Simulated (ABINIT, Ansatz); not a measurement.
# How the form of the self-energy moves the gap of Sr3SbN (Pm-3m), part 2 of 2

Wanted: the gap of Sr3SbN (Pm-3m) under several approximations, with cost.

ABINIT 10.8.3; LDA and many-body steps on it, plane waves. Known limits of the many-body steps: not at the basis limit; model gap, bands may invert with spin-orbit coupling; screening runs away on this mesh; no spin-orbit coupling; coarse k mesh.

So far. Step 4 (G0W0, Godby-Needs plasmon pole): The gap on the mesh goes from 0.25 eV to 0.45 eV, a correction of +0.20 eV. Step 5 (G0W0, von der Linden-Horsch plasmon pole): Against G0W0 in ABINIT (2×2×2 mesh, 199 bands, screening to 141.5 eV, Godby-Needs plasmon pole), the gap moves by −0.095 eV.

## 6. G0W0, Engel-Farid plasmon pole

Level of this step: G0W0 on LDA, plane waves, norm-conserving pseudopotentials (ABINIT).

File run.abi:

```
acell 3*1.0 Angstrom
rprim 
  5.194965140000 0.000000000000 0.000000000000
  0.000000000000 5.194965140000 0.000000000000
  0.000000000000 0.000000000000 5.194965140000
ntypat 3
znucl 38 51 7
natom 5
typat 1 1 1 2 3
xred 
  0.000000000000 0.500000000000 0.500000000000
  0.500000000000 0.500000000000 0.000000000000
  0.500000000000 0.000000000000 0.500000000000
  0.000000000000 0.000000000000 0.000000000000
  0.500000000000 0.500000000000 0.500000000000
pp_dirpath "pseudos"
pseudos "Sr.upf, Sb.upf, N.upf"
ecut 40
ngkpt 2 2 2
nshiftk 1
shiftk 0 0 0
kptopt 1
chksymbreak 0
istwfk *1
occopt 1
irdwfk 1
optdriver 4
nband 199
gwcalctyp 0
ecutsigx 40
symsigma 1
nkptgw 1
kptgw 
  0.0000000000 0.0000000000 0.0000000000
bdgw 
  27 31
ecuteps 5.2
irdscr 1
ppmodel 4
indata_prefix "in"
outdata_prefix "out"
tmpdata_prefix "tmp"
```

Launch:

```sh
OMP_NUM_THREADS=1 mpirun -n 4 abinit run.abi > log
```

Numbers of over 12 decimals in the logs are rounded to 6 here.

The program printed:

```text
.Version 10.8.3 of ABINIT. v10.8.2 released Aug 2026.

 Symmetries : space group Pm -3 m (#221); Bravais cP (primitive cubic)
[... echo of the input left out ...]
== DATASET  1 ==================================================================
-   mpi_nproc: 4, omp_nthreads: 1 (-1 if OMP is not activated)

--- !DatasetInfo
iteration_state: {dtset: 1, }
dimensions: {natom: 5, nkpt: 4, mband: 199, nsppol: 1, nspinor: 1, nspden: 1, mpw: 11536, }
cutoff_energies: {ecut:  40.0, pawecutdg:  -1.0, }
[...]
29   6.668 -14.898 -17.593   2.791   0.757  -0.321 -14.825   0.074   6.741
       30   6.918  -8.573  -4.116  -4.039   0.801  -0.249  -8.238   0.335   7.253
       31   6.918  -8.573  -4.116  -4.039   0.801  -0.249  -8.238   0.335   7.253

== END DATASET(S) ==============================================================
================================================================================

 -outvars: echo values of variables after computation  --------
           etotal      0.0000000000E+00
            nband         199
             nkpt           4
          spgroup         221
 [... the other variables as echoed above ...]

 Calculation completed.
```

Elapsed: 14 s, on 4 MPI ranks of Arm Neoverse V1, shared host; peak memory 1.4 GiB.

Numbers from this step:

| Item | Value |
| --- | --- |
| G0W0 gap on the points computed | 0.5120 eV |
| starting gap on the mesh | 0.2503 eV |
| k of the valence top | 0, 0, 0 |
| k of the conduction bottom | 0, 0, 0 |
| least direct G0W0 gap on the computed points | 0.5120 eV |

Against G0W0 in ABINIT (2×2×2 mesh, 199 bands, screening to 141.5 eV, Godby-Needs plasmon pole), the gap moves by +0.058 eV.

## 7. One-shot Hartree-Fock

This step: one-shot Hartree-Fock on LDA, plane waves, norm-conserving pseudopotentials.

Changes to run.abi since step 6:

```diff
@@ -27,4 +27,4 @@
 optdriver 4
-nband 199
-gwcalctyp 0
+nband 33
+gwcalctyp 5
 ecutsigx 40
@@ -36,5 +36,4 @@
   27 31
-ecuteps 5.2
-irdscr 1
-ppmodel 4
+ixc_sigma 40
+fftgw 31
 indata_prefix "in"
```

The program printed:

```text
.Version 10.8.3 of ABINIT. v10.8.2 released Aug 2026.

 Symmetries : space group Pm -3 m (#221); Bravais cP (primitive cubic)
[... echo of the input left out ...]
== DATASET  1 ==================================================================
-   mpi_nproc: 4, omp_nthreads: 1 (-1 if OMP is not activated)

--- !DatasetInfo
iteration_state: {dtset: 1, }
dimensions: {natom: 5, nkpt: 4, mband: 33, nsppol: 1, nspinor: 1, nspden: 1, mpw: 11536, }
cutoff_energies: {ecut:  40.0, pawecutdg:  -1.0, }
[...]
29   6.668 -14.898 -17.593   0.000   1.000   0.000 -17.593  -2.694   3.974
       30   6.918  -8.573  -4.116   0.000   1.000   0.000  -4.116   4.457  11.375
       31   6.918  -8.573  -4.116   0.000   1.000   0.000  -4.116   4.457  11.375

== END DATASET(S) ==============================================================
================================================================================

 -outvars: echo values of variables after computation  --------
           etotal      0.0000000000E+00
            nband          33
             nkpt           4
          spgroup         221
 [... the other variables as echoed above ...]

 Calculation completed.
```

Wall time 4.8 s (4 MPI ranks); peak memory 0.33 GiB; 19 s of CPU time.

Numbers from this step:

* quasiparticle gap on the points computed: 7.401 eV
* starting gap on the mesh: 0.2503 eV
* k of the valence top: 0, 0, 0
* k of the conduction bottom: 0, 0, 0
* least direct quasiparticle gap on the computed points: 7.401 eV

Against G0W0 in ABINIT (2×2×2 mesh, 199 bands, screening to 141.5 eV, Godby-Needs plasmon pole), the gap moves by +6.947 eV.

## 8. The runs together

Times are wall times on 4 MPI ranks of Arm Neoverse V1, shared host, good to a factor of about two. A run's time includes the screening step that it read.

```tsv
run	mesh	bands	screening cutoff (eV)	DFT gap (eV)	gap on the mesh (eV)	direct (eV)	ε∞ used	time
G0W0, Godby-Needs plasmon pole	2×2×2	199	141.5	0.250	0.454	0.454	186.73	97 s
G0W0, von der Linden-Horsch plasmon pole	2×2×2	199	141.5	0.250	0.359	0.359	186.73	93 s
G0W0, Engel-Farid plasmon pole	2×2×2	199	141.5	0.250	0.512	0.512	186.73	93 s
one-shot Hartree-Fock	2×2×2	-	-	0.250	7.401	7.401	-	4.8 s
```

## 9. Results

| Item | Value |
| --- | --- |
| G0W0, Godby-Needs plasmon pole | 0.454 eV |
| G0W0, von der Linden-Horsch plasmon pole | 0.359 eV |
| G0W0, Engel-Farid plasmon pole | 0.512 eV |
| one-shot Hartree-Fock | 7.401 eV |
| known limits | not at the basis limit; model gap, bands may invert with spin-orbit coupling; screening runs away on this mesh; no spin-orbit coupling; coarse k mesh |

In words: G0W0, von der Linden-Horsch plasmon pole: −0.095 eV against G0W0, Godby-Needs plasmon pole. G0W0, Engel-Farid plasmon pole: +0.058 eV against G0W0, Godby-Needs plasmon pole. One-shot Hartree-Fock: +6.947 eV against G0W0, Godby-Needs plasmon pole. Bare exchange alone opens the gap to 7.40 eV; against G0W0, correlation takes back 6.95 eV. Bands and cutoff are finite, so the gap is not at the basis limit. The miss can reach some tenths of an eV and take either sign; the mesh is an error of its own. In the first G0W0 run levels were corrected at 1 k point alone, so a gap called «on the mesh» is the least over those, and an edge elsewhere would be missed. The 2×2×2 mesh is coarse for this cell, which bears on the long-range parts of exchange and screening. With atoms this heavy and so narrow a gap, spin-orbit coupling can invert the bands. These scalar-relativistic gaps are then model values, not to be set against experiment, and a spin-orbit change taken from DFT can't simply be added. For the LDA start: On this mesh the RPA ε∞ passes 90, more than nearly any semiconductor shows; a coarse mesh does this where one point with a narrow direct gap carries much weight. The screening is then too strong, and the G0W0 gap should not be taken as the material's.

[Paths, hosts, dates, memory and timing lines, banners, echoed tables and standing remarks are left out of the program output.]

[Logs are printed without paths, hosts, clocks, repeated set-up lines and the standing remarks that a program may print on its own settings, such as how far it seeks lower states.]

[Runs of the session that timed out or met a known fault of the program may be left out.]

[No measured gap is set beside runs whose start may be inverted or whose files or cutoffs have a known fault.]

[Hosts, paths, dates, database ids (printed as entryN), source tags and the programs' standing remarks are cut or masked in the printed files.]

[G0W0 gaps are taken among the corrected bands and points alone; a level outside them can change the order at an edge.]

[Where Ansatz stands beside ABINIT at settings called matched, ABINIT's density can come from a denser mesh and the files from another edition; pairs whose starting gaps differed by over 0.03 eV were left out, so agreement reads better than it is.]
